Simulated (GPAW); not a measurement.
Entries from a set of simulations; values are calculated unless marked as measured.

```
Quasiparticle gap of Sb (buckled honeycomb monolayer) in GPAW
1.0
     3.98874    0.00000    0.00000
    -1.99437    3.45435    0.00000
     0.00000    0.00000   12.50000
Sb
2
Direct
  0.33333 0.66667 0.43488
  0.66667 0.33333 0.56512
# method: DFT, LDA, plane waves, PAW (and 1 further level or step)
# program: GPAW 26.7.0
# settings: cutoff 450 eV, GPAW PAW setups 1.2.1 data release, 6×6×1 k-mesh, nbands 289
# cost: 4 runs, 2.8 min in all on 4 MPI ranks of Arm Neoverse V1, shared host
# notes: The structure was relaxed with LDA. Limits: no spin-orbit coupling.
# LDA gap: 1.06 eV, indirect
# G0W0 gap on the mesh: 1.81 eV
# GW settings: 6×6×1 mesh, 130 bands, screening to 48 eV, full frequency, Hilbert transform
# known limits: short of the basis limit; no spin-orbit coupling
```

[Long decimals in the printed logs are rounded to 6 places.]

[Logs are printed without paths, hosts, clocks, repeated set-up lines and the standing remarks that a program may print on its own settings, such as how far it seeks lower states.]

[Paths, hosts, dates, memory and timing lines, banners, echoed tables and standing remarks are left out of the program output; an Ansatz launch command may be rebuilt from the run's recorded settings. Measured values are a selection of at most five: reports struck by readers or far from the other reports are left out. None is set beside runs whose start may be inverted or whose files or cutoffs have a known fault.]

[Runs of the session that timed out or met a known fault of the program may be left out.]

[Hosts, paths, dates, database ids (printed as entryN), source tags and the programs' standing remarks are cut or masked in the printed files.]

[Where the starting crystal was built by hand or by swapping elements, it need not be the compound's stable phase.]
